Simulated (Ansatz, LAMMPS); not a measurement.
# Elastic response of glassy 69SiO2-19Al2O3-6SrO-6Li2O (mol %) (106 atoms), part 2 of 5

Aim: relax glassy 69SiO2-19Al2O3-6SrO-6Li2O (mol %) (106 atoms), then change its volume and shape to read moduli from the stress.

Ansatz 0.2.0; Kohn-Sham DFT, PBE, PAW (set soft_2), plane waves.

The cell: 22 Si, 12 Al, 2 Sr, 4 Li and 66 O. The quench rate of 50 K/ps is orders of magnitude faster than experiment. The starting topology of bonds comes from the classical model. Sampling is at Γ alone.

So far. Step 2 (Single point at the start): The r.m.s. force at the start is 1.2 eV/Å.

## Step 3: Cell and atoms relaxed

Cell and atoms are freed together, to release stress as well as forces.

input.yaml reads:

```yaml
crystal:
  lattice:
    - [11.2565, 0.0, 0.0]
    - [0.0, 11.2565, 0.0]
    - [0.0, 0.0, 11.2565]
  atoms:
    [... the 106 atom lines of step 2 ...]
kpoints:
  mp_grid: { grid: [1, 1, 1] }
hamiltonian:
  xc: pbe
scf:
  occupations: { method: fixed }
output:
  forces: true
relax:
  f_tol: 0.05
  max_steps: 150
  cell: {}
```

Started as:

```
> ansatz run input.yaml --threads 4 --pin off --max-ram 8192MiB --backend cpu --events-out ev --progress --plain --runs-dir out
```

Numbers of over 12 decimals in the logs are rounded to 6 here.

Output:

```text
[...]
Crystal: 106 atoms, lattice volume = 1426.298 Å³
Basis set: ecut = 420 eV, 27825 PW (Γ), exchange–correlation on 160×160×160 points (8 copies of the dense FFT grid, shifted against one another)
Bands: 382, of which v1, the nominal top of the filled ones, is band 276 counted from 1 (275 counted from 0)
Symmetry: 1 space group operations
[...]
k-points: 1
[...]
SCF iter   1: F=—  HF=-65912.043859 eV  |F-HF|=—  |Δ(HF+E_count)|=         —  Δρ=2.06e-3  dr2=6.43e-2  ethr=1.77e-3  ⟨swp⟩=5.0  Hψ=1354  notcnv=0  defer=103
[...]
SCF iter   9: F=-65912.054765 eV  HF=-65912.054765 eV  |F-HF|=2.08e-8  |Δ(HF+E_count)|=   1.23e-8  Δρ=1.49e-6  dr2=3.66e-8  ethr=1.81e-11  ⟨swp⟩=3.0  Hψ=1194  notcnv=0
SCF 1 converged in 9 iterations: F = -65912.054765 eV  dr2 = 3.66e-8
[...]
relax step   1: F+E_penalty+E_count = -65912.05476530 eV  Δ(F+E_penalty+E_count) = +0.000e0 eV  max|allowed force component| = 4.189e0 eV/Å  Δτ_max = 0.0000 Å  P = +1.861 GPa  Ω = 1426.298 Å³  (9 SCF iters, dr2 threshold 1.00e-7 eV, accepted)
[... from here on, the SCF cycles and remarks between the steps are left out ...]
relax step   2: F+E_penalty+E_count = -65916.62122236 eV  Δ(F+E_penalty+E_count) = -4.566e0 eV  max|allowed force component| = 2.743e0 eV/Å  Δτ_max = 0.1949 Å  P = +1.121 GPa  Ω = 1414.240 Å³  energy of the carried Pulay correction = +4.178e-2 eV  (7 SCF iters, dr2 threshold 1.06e-5 eV, accepted)
relax step   3: F+E_penalty+E_count = -65919.48232127 eV  Δ(F+E_penalty+E_count) = -2.861e0 eV  max|allowed force component| = 8.313e-1 eV/Å  Δτ_max = 0.1954 Å  P = +0.108 GPa  Ω = 1402.660 Å³  energy of the carried Pulay correction = +8.223e-2 eV  (7 SCF iters, dr2 threshold 1.06e-5 eV, accepted)
relax step   4: F+E_penalty+E_count = -65920.33638224 eV  Δ(F+E_penalty+E_count) = -8.541e-1 eV  max|allowed force component| = 4.832e-1 eV/Å  Δτ_max = 0.2000 Å  P = +0.022 GPa  Ω = 1394.374 Å³  energy of the carried Pulay correction = +1.114e-1 eV  (7 SCF iters, dr2 threshold 1.06e-5 eV, accepted)
relax step   5: F+E_penalty+E_count = -65920.71036692 eV  Δ(F+E_penalty+E_count) = -3.740e-1 eV  max|allowed force component| = 4.051e-1 eV/Å  Δτ_max = 0.1946 Å  P = -0.095 GPa  Ω = 1385.918 Å³  energy of the carried Pulay correction = +1.413e-1 eV  (7 SCF iters, dr2 threshold 1.06e-5 eV, accepted)
relax step   6: F+E_penalty+E_count = -65920.83641710 eV  Δ(F+E_penalty+E_count) = -1.261e-1 eV  max|allowed force component| = 2.812e-1 eV/Å  Δτ_max = 0.1866 Å  P = -0.066 GPa  Ω = 1383.779 Å³  energy of the carried Pulay correction = +1.489e-1 eV  (6 SCF iters, dr2 threshold 1.03e-5 eV, accepted)
relax step   7: F+E_penalty+E_count = -65920.94835245 eV  Δ(F+E_penalty+E_count) = -1.119e-1 eV  max|allowed force component| = 2.403e-1 eV/Å  Δτ_max = 0.2000 Å  P = -0.045 GPa  Ω = 1382.385 Å³  energy of the carried Pulay correction = +1.539e-1 eV  (7 SCF iters, dr2 threshold 4.94e-6 eV, accepted)
relax step   8: F+E_penalty+E_count = -65921.03157932 eV  Δ(F+E_penalty+E_count) = -8.323e-2 eV  max|allowed force component| = 1.775e-1 eV/Å  Δτ_max = 0.1948 Å  P = -0.022 GPa  Ω = 1380.899 Å³  energy of the carried Pulay correction = +1.592e-1 eV  (7 SCF iters, dr2 threshold 3.61e-6 eV, accepted)
relax step   9: F+E_penalty+E_count = -65921.04751272 eV  Δ(F+E_penalty+E_count) = -1.593e-2 eV  max|allowed force component| = 1.598e-1 eV/Å  Δτ_max = 0.0673 Å  P = -0.024 GPa  Ω = 1381.286 Å³  energy of the carried Pulay correction = +1.578e-1 eV  (6 SCF iters, dr2 threshold 1.97e-6 eV, accepted)
relax step  10: F+E_penalty+E_count = -65920.94891956 eV  Δ(F+E_penalty+E_count) = +9.859e-2 eV  max|allowed force component| = 4.864e-1 eV/Å  Δτ_max = 0.2000 Å  P = +0.068 GPa  Ω = 1379.160 Å³  energy of the carried Pulay correction = +1.654e-1 eV  (8 SCF iters, dr2 threshold 1.60e-6 eV, rejected (line search))
relax step  11: F+E_penalty+E_count = -65921.07514211 eV  Δ(F+E_penalty+E_count) = -2.763e-2 eV  max|allowed force component| = 9.148e-2 eV/Å  Δτ_max = 0.0727 Å  P = +0.005 GPa  Ω = 1380.700 Å³  energy of the carried Pulay correction = +1.599e-1 eV  (12 SCF iters, accepted)
relax step  12: F+E_penalty+E_count = -65921.07352134 eV  Δ(F+E_penalty+E_count) = +1.621e-3 eV  max|allowed force component| = 1.143e-1 eV/Å  Δτ_max = 0.1000 Å  P = -0.057 GPa  Ω = 1378.579 Å³  energy of the carried Pulay correction = +1.674e-1 eV  (8 SCF iters, dr2 threshold 5.23e-7 eV, rejected (line search))
relax step  13: F+E_penalty+E_count = -65921.08990775 eV  Δ(F+E_penalty+E_count) = -1.477e-2 eV  max|allowed force component| = 1.187e-1 eV/Å  Δτ_max = 0.0485 Å  P = +0.067 GPa  Ω = 1378.534 Å³  energy of the carried Pulay correction = +1.676e-1 eV  (11 SCF iters, accepted)
relax step  14: F+E_penalty+E_count = -65921.08280068 eV  Δ(F+E_penalty+E_count) = +7.107e-3 eV  max|allowed force component| = 1.123e-1 eV/Å  Δτ_max = 0.0500 Å  P = -0.039 GPa  Ω = 1379.691 Å³  energy of the carried Pulay correction = +1.635e-1 eV  (7 SCF iters, dr2 threshold 8.80e-7 eV, rejected (line search))
relax step  15: F+E_penalty+E_count = -65921.09043443 eV  Δ(F+E_penalty+E_count) = -5.267e-4 eV  max|allowed force component| = 5.303e-2 eV/Å  Δτ_max = 0.0158 Å  P = -0.019 GPa  Ω = 1379.424 Å³  energy of the carried Pulay correction = +1.644e-1 eV  (10 SCF iters, accepted)
relax step  16: F+E_penalty+E_count = -65921.09182095 eV  Δ(F+E_penalty+E_count) = -1.387e-3 eV  max|allowed force component| = 8.465e-2 eV/Å  Δτ_max = 0.0250 Å  P = +0.031 GPa  Ω = 1378.506 Å³  energy of the carried Pulay correction = +1.677e-1 eV  (7 SCF iters, dr2 threshold 1.76e-7 eV, rejected (line search))
relax step  17: F+E_penalty+E_count = -65921.09266371 eV  Δ(F+E_penalty+E_count) = -2.229e-3 eV  max|allowed force component| = 1.802e-2 eV/Å  Δτ_max = 0.0125 Å  P = +0.003 GPa  Ω = 1379.057 Å³  energy of the carried Pulay correction = +1.657e-1 eV  (10 SCF iters, accepted)
relax step  18: F+E_penalty+E_count = -65921.00782642 eV  Δ(F+E_penalty+E_count) = +8.484e-2 eV  max|allowed force component| = 1.802e-2 eV/Å  Δτ_max = 0.0000 Å  P = -0.142 GPa  Ω = 1379.057 Å³  stress off target by 2.93e-1 GPa  SCF on the basis re-selected at this cell (its energy is not comparable with the rows above)  (7 SCF iters)
relax step  19: F+E_penalty+E_count = -65921.01718320 eV  Δ(F+E_penalty+E_count) = -9.357e-3 eV  max|allowed force component| = 2.912e-2 eV/Å  Δτ_max = 0.0125 Å  P = -0.049 GPa  Ω = 1377.449 Å³  energy of the carried Pulay correction = +5.494e-3 eV  (6 SCF iters, dr2 threshold 2.14e-7 eV, accepted)
relax step  20: F+E_penalty+E_count = -65921.02348727 eV  Δ(F+E_penalty+E_count) = -6.304e-3 eV  max|allowed force component| = 5.260e-2 eV/Å  Δτ_max = 0.0188 Å  P = +0.006 GPa  Ω = 1375.778 Å³  energy of the carried Pulay correction = +1.124e-2 eV  (8 SCF iters, dr2 threshold 2.31e-8 eV, accepted)
relax step  21: F+E_penalty+E_count = -65921.02268957 eV  Δ(F+E_penalty+E_count) = +7.977e-4 eV  max|allowed force component| = 2.949e-2 eV/Å  Δτ_max = 0.0281 Å  P = -0.001 GPa  Ω = 1375.974 Å³  energy of the carried Pulay correction = +1.054e-2 eV  (7 SCF iters, dr2 threshold 1.73e-7 eV, accepted)
relax step  22: F+E_penalty+E_count = -65921.01516862 eV  Δ(F+E_penalty+E_count) = +7.521e-3 eV  max|allowed force component| = 2.952e-2 eV/Å  Δτ_max = 0.0000 Å  P = -0.010 GPa  Ω = 1375.974 Å³  stress off target by 2.66e-2 GPa  SCF on the basis re-selected at this cell (its energy is not comparable with the rows above)  (5 SCF iters)
[...]
SCF converged after 5 iterations
Free energy (F): -65921.015169 eV
[...]
Internal energy: -65921.015169 eV  (E = F + TS)
E sigma→0 (E₀):  -65921.015169 eV
Fermi energy:    3.970617 eV
[...]
Σ components = -65921.015169   (vs F -65921.015169, Δ=0.00e0)
--- Forces (eV/Å), atoms counted from 1 ---
  atom   1  Si    -0.00605990     0.01506061     0.00916386
  atom   2  Si    -0.00358407    -0.00754338    -0.00567222
  atom   3  Si    -0.01804696    -0.00549539    -0.00274408
  atom   4  Si     0.00620890    -0.01003390     0.00394888
[...]
atom 106  O      0.00404358     0.00193428     0.00463908
  max |Σ_I F_I| component: 5.41e-5 eV/Å
--- Stress (GPa, compression-positive) ---
       -0.023196       0.007792      -0.000658
        0.007788      -0.005481       0.008102
       -0.000664       0.008100      -0.000573
  P = ⅓ Tr σ = -0.0098 GPa (-0.098 kbar)
--- Relaxed structure (20 steps of the walk, 16 accepted, 2 SCFs on fresh bases) ---
  F+E_penalty+E_count = -65921.01516862 eV   max|allowed force component| = 2.952e-2 eV/Å   (the final SCF, on the basis selected at the relaxed cell)
  cell:  # Å, volume = 1375.9735 Å³
    - [10.990943, 0.176275, 0.072615]
    - [0.176275, 11.062027, 0.221824]
    - [0.072615, 0.221824, 11.325013]
  atoms:
    - { symbol: Si, position: [0.384724, 0.456780, 0.715621] }
    - { symbol: Si, position: [1.001121, 0.558144, 0.891573] }
    - { symbol: Si, position: [0.425145, 0.929821, 0.308489] }
    - { symbol: Si, position: [0.856722, 0.777216, 0.595473] }
[...]
- { symbol: O, position: [0.619540, 0.231720, 0.870949] }
```

It took 2 min on 4 threads of Intel Xeon Gold 6455B (Sapphire Rapids), shared host; peak memory 1.8 GiB; 7.3 min of CPU time.

The relaxation converged after 20 steps, with a largest force component of 0.030 eV/Å.

## Step 4: Single point at the relaxed geometry

The electronic structure is read at the final geometry, in a run of its own.

input.yaml reads:

```yaml
crystal:
  lattice:
    - [10.99094, 0.17627, 0.07261]
    - [0.17627, 11.06203, 0.22182]
    - [0.07261, 0.22182, 11.32501]
  atoms:
    - { symbol: Si, position: [0.38472, 0.45678, 0.71562] }
    - { symbol: Si, position: [0.00112, 0.55814, 0.89157] }
    - { symbol: Si, position: [0.42515, 0.92982, 0.30849] }
    - { symbol: Si, position: [0.85672, 0.77722, 0.59547] }
    - { symbol: Si, position: [0.02557, 0.41703, 0.3661] }
    - { symbol: Si, position: [0.45416, 0.31851, 0.50016] }
    [... 94 atom lines left out ...]
    - { symbol: O, position: [0.37752, 0.79103, 0.29653] }
    - { symbol: O, position: [0.38443, 0.84557, 0.88605] }
    - { symbol: O, position: [0.39696, 0.38906, 0.17261] }
    - { symbol: O, position: [0.96275, 0.70653, 0.24172] }
    - { symbol: O, position: [0.78413, 0.90348, 0.54676] }
    - { symbol: O, position: [0.61954, 0.23172, 0.87095] }
kpoints:
  mp_grid: { grid: [1, 1, 1] }
hamiltonian:
  xc: pbe
scf:
  occupations: { method: fixed }
output:
  forces: true
  stress: true
  populations: true
  dos:
    method: { smearing: { sigma: 0.08 } }
    de: 0.1
    projected: { site_lists: { Al: [Al], Li: [Li], O: [O], Si: [Si], Sr: [Sr] } }
  eigenvalues: true
  write_density: true
  write_potential: true
  volumetric_format: npy
```

Output:

```text
[...]
Crystal: 106 atoms, lattice volume = 1375.973 Å³
Basis set: ecut = 420 eV, 26907 PW (Γ), exchange–correlation on 150×150×160 points (8 copies of the dense FFT grid, shifted against one another)
Bands: 382, of which v1, the nominal top of the filled ones, is band 276 counted from 1 (275 counted from 0)
Symmetry: 1 space group operations
[...]
k-points: 1
[...]
SCF iter   1: F=—  HF=-65921.009680 eV  |F-HF|=—  |Δ(HF+E_count)|=         —  Δρ=1.91e-3  dr2=7.10e-2  ethr=1.77e-3  ⟨swp⟩=5.0  Hψ=1495  notcnv=0  defer=104
[...]
SCF iter   9: F=-65921.015163 eV  HF=-65921.015163 eV  |F-HF|=1.23e-8  |Δ(HF+E_count)|=   2.65e-9  Δρ=1.33e-6  dr2=2.47e-8  ethr=1.81e-11  ⟨swp⟩=23.0  Hψ=3875  notcnv=0
SCF 1 converged in 9 iterations: F = -65921.015163 eV  dr2 = 2.47e-8
[...]
SCF converged after 9 iterations
Free energy (F): -65921.015163 eV
[...]
Internal energy: -65921.015163 eV  (E = F + TS)
E sigma→0 (E₀):  -65921.015163 eV
Fermi energy:    3.970995 eV
[...]
--- Forces (eV/Å), atoms counted from 1 ---
  atom   1  Si    -0.00542594     0.01551242     0.00911681
  atom   2  Si    -0.00402789    -0.00590559    -0.00423683
  atom   3  Si    -0.02084371    -0.00691365    -0.00477251
  atom   4  Si     0.00791710    -0.01274283     0.00442054
  atom   5  Si     0.01031446     0.00278900     0.00817280
  atom   6  Si     0.00165143    -0.00296336     0.00607791
  atom   7  Si    -0.00608408    -0.00769839    -0.00554545
  atom   8  Si    -0.01044421    -0.00512931     0.00033849
  atom   9  Si     0.00364265     0.00568365    -0.00466114
  atom  10  Si     0.01677068    -0.00415781     0.00344113
  atom  11  Si     0.00072987     0.00899897    -0.00244562
  atom  12  Si    -0.00000808     0.00458391    -0.00107876
  atom  13  Si    -0.00384539    -0.00396577     0.00092926
  atom  14  Si    -0.01477505    -0.00298345    -0.00698830
[...]
atom 105  O     -0.00841897     0.00674717    -0.00162901
  atom 106  O      0.00398313     0.00169131     0.00453299
  max |Σ_I F_I| component: 6.05e-5 eV/Å
--- Stress (GPa, compression-positive) ---
       -0.022566       0.007861      -0.000693
        0.007857      -0.005600       0.007198
       -0.000699       0.007196      -0.001463
  P = ⅓ Tr σ = -0.0099 GPa (-0.099 kbar)
--- Band table (eV) ---
[...]
--- Löwdin populations: 106 sites ---
  site symbol       q [e]
     0     Si      2.2209
     1     Si      2.2850
     2     Si      2.3030
[...]
105      O      6.7821
  spilling = 0.011904 (of n_electrons = 552.000000)
```

Elapsed: 9.7 s, on 4 threads; peak memory 1.9 GiB.

Read from the output:

| Property | Result |
| --- | --- |
| free energy | -65921.0152 eV |
| free energy per atom | -621.8964 eV/atom |
| SCF cycles | 9 |
| pressure | -0.009876 GPa |
| r.m.s. force component | 0.00618 eV/Å |
| longest force | 0.04006 eV/Å |
| Fermi energy | 3.971 eV |
| gap (highest filled to lowest empty level) | 3.517 eV |
| spilling of the projection | 0.0119 |

Löwdin charges by element and coordination (they lack the spilled electrons, 0.062 e an atom on average):

```csv
element,coordination,atoms,mean charge (e),spread,least,most
Al,all,12,1.34,0.0291,1.28,1.39
Al,4,11,1.34,0.0302,1.28,1.39
Al,5,1,1.35,0,1.35,1.35
Li,all,4,0.836,0.0061,0.826,0.841
Li,2,1,0.837,0,0.837,0.837
Li,3,3,0.836,0.007,0.826,0.841
O,all,66,-0.829,0.0552,-1.01,-0.753
O,2,37,-0.807,0.0399,-0.962,-0.753
O,3,29,-0.857,0.0596,-1.01,-0.761
Si,all,22,1.73,0.0389,1.65,1.79
Sr,all,2,1.86,0.0164,1.84,1.87
Sr,6,1,1.84,0,1.84,1.84
Sr,7,1,1.87,0,1.87,1.87
```

Density of states as counts of states in windows of 1 eV (from the Fermi level), total and the larger projections:

```
from (eV)  to (eV)  total   O p  Si p   O s
      -18      -17   37.9   0.4   3.7  29.8
      -17      -16    6.3   0.1   0.3   4.9
      -16      -15    2.7   0.1   0.2   1.4
      -15      -14   11.0   0.3   0.1   0.6
      -14      -11    0.0   0.0   0.0   0.0
      -11      -10    2.5   1.7   0.1   0.1
      -10       -9   10.3   6.8   0.5   0.5
       -9       -8   10.8   7.4   0.7   0.5
       -8       -7   20.3  14.6   2.1   0.8
       -7       -6   37.5  28.6   5.0   0.6
       -6       -5   34.4  27.0   3.5   0.9
       -5       -4   50.9  42.1   3.6   1.5
       -4       -3   68.1  60.9   2.3   1.4
       -3       -2   77.9  72.6   1.5   0.9
       -2       -1   66.0  63.0   0.8   0.5
       -1        0   15.7  15.1   0.2   0.1
        0        1    1.5   1.4   0.0   0.0
        1        3    0.0   0.0   0.0   0.0
        3        4    2.0   0.0   0.0   0.5
        4        5    2.0   0.2   0.2   0.4
```

The curve was stored every 0.100 eV, coarse against its broadening of 0.08 eV, so these counts are rough.

With fixed occupations the program's Fermi level is the highest filled level; weight inside the gap is the broadening of levels at its edges.

Between -26 and -18 eV lie 86 more states.

The levels nearest the highest filled one (over half full), pooled over k-points and spins:

| level less the highest filled one (eV) | occupation |
| --- | --- |
| -0.857 | 2 |
| -0.826 | 2 |
| -0.744 | 2 |
| -0.572 | 2 |
| -0.444 | 2 |
| 0 | 2 |
| 3.52 | 0 |
| 4.88 | 0 |
| 5.06 | 0 |
| 5.21 | 0 |
| 5.42 | 0 |
| 5.47 | 0 |

Electrostatic potential energy in the bc plane at fractional x = 0.289, with atoms of Si and Al and Li and O within 0.2 Å of it. With pseudopotentials it is smooth inside the atoms' cores, unlike the true potential.

Values in eV, 13 rows by 16 columns, each cell a mean:
```
 -3   2 -12 -11   5   9  10  10  10  10   9  10  10   9   6   5
  8   8   7   5   7   9   9   9  10  10  10  10  10   9   8   8
  7  10  10   9   9   8   6   6   8  10  10  10   9   8   4   3
-13   5  10  10   9   6 -17  -6   5   8   7   4   6   7   4  -2
-24  -6   7   9   9   9   0   3   7   8  -1 -20  -9   6   9   0
 -6  -6  -7   6   9   9  10  10  10   9   3  -7  -2   7  10   7
 -6  -8  -6   6   9   9   7  10  10   9  -5  -1   7   8   9   5
 -9   4   5   7   9   7  -4   5   8   5 -14 -20  -3   7   7 -12
  7   8   2  -3   7   1  -8  -8  -1  -9 -23 -28  -9   6   6   5
  9   9  -9 -25   3  -1  -9  -9 -11 -28  -8  -1   5   8   8   8
 10  10   8   5   6   6   3   3   6   4   4   6   9  10   9   9
  9   8   5   5   7   8   9   8   7   0 -21  -4   2  -5   4   6
 -4   2 -13 -11   4   9   9   9   9   6  -1   4   4  -5  -1   1
```
Columns run along b (11.1 Å; values clipped at the 3rd and 97th percentile), rows up along c (11.3 Å). Atoms in or near the plane, at fractional coordinates: Si at (0.70, 0.36), Al at (0.08, 0.53), Al at (0.43, 0.29), Li at (0.65, 0.10), O at (0.02, 0.67), O at (0.58, 0.27).

Valence density in the bc plane at fractional x = 0.289, with atoms of Si and Al and Li and O within 0.2 Å of it. It is the smooth field of the valence electrons, not physical close to the nuclei.

Values in e/Å³, 13 rows by 16 columns, each cell a mean:
```
1.1 0.5 0.2 0.3 0.2 0.0 0.0 0.0 0.0 0.0 0.0 0.0 0.1 0.2 0.1 0.3
0.1 0.1 0.1 0.6 0.4 0.1 0.0 0.0 0.0 0.0 0.0 0.0 0.1 0.2 0.1 0.1
0.1 0.0 0.1 0.2 0.2 0.1 0.2 0.2 0.1 0.0 0.0 0.0 0.0 0.1 0.1 0.1
2.5 0.7 0.1 0.0 0.0 0.4 2.0 1.1 0.2 0.2 0.2 0.2 0.3 0.1 0.1 0.8
4.1 1.3 0.1 0.0 0.0 0.2 0.8 0.5 0.1 0.1 0.2 0.5 0.9 0.3 0.1 1.0
0.3 0.2 0.1 0.1 0.0 0.0 0.1 0.0 0.0 0.1 0.4 0.4 0.3 0.1 0.0 0.1
0.4 0.1 0.1 0.1 0.1 0.2 0.4 0.1 0.0 0.2 1.2 0.9 0.1 0.0 0.1 0.4
1.5 0.2 0.1 0.1 0.1 0.4 1.1 0.3 0.1 0.1 0.5 0.4 0.2 0.1 0.3 1.8
0.3 0.1 0.6 1.1 0.2 0.2 0.2 0.2 0.6 1.5 0.7 0.2 0.4 0.2 0.1 0.4
0.0 0.1 1.7 3.7 0.6 0.1 0.1 0.1 1.5 4.9 1.3 0.2 0.3 0.2 0.1 0.1
0.1 0.0 0.2 0.4 0.2 0.1 0.2 0.1 0.2 0.5 0.2 0.1 0.1 0.1 0.1 0.1
0.1 0.1 0.2 0.3 0.1 0.0 0.1 0.0 0.0 0.1 3.1 0.6 0.7 1.3 0.3 0.1
1.1 0.5 0.5 0.8 0.2 0.0 0.0 0.0 0.0 0.0 0.4 0.1 0.7 1.2 0.4 0.4
```
Columns run along b (11.1 Å), rows up along c (11.3 Å). Atoms in or near the plane, at fractional coordinates: Si at (0.70, 0.36), Al at (0.08, 0.53), Al at (0.43, 0.29), Li at (0.65, 0.10), O at (0.02, 0.67), O at (0.58, 0.27).

Filled and empty levels are parted by 3.52 eV (at Γ alone); a semilocal functional tends to put such gaps too low. In a disordered cell it changes from sample to sample, and tail or defect levels can set it. Mean Löwdin charges: Al +1.34, Li +0.84, O -0.83, Si +1.73, Sr +1.86 e (they miss 1.2 % of the electrons, so they add up to more than the cell's charge). The largest share in the top eV of filled states is O p (97 % of the projected weight), and in the lowest eV of empty states O s (28 % of the projected weight).

(Part 2 of 5 ends here.)

[Logs are printed without paths, hosts, clocks, repeated set-up lines and the standing remarks that a program may print on its own settings, such as how far it seeks lower states.]

[Hosts, paths, dates, database ids (printed as entryN), source tags and the programs' standing remarks are cut or masked in the printed files.]
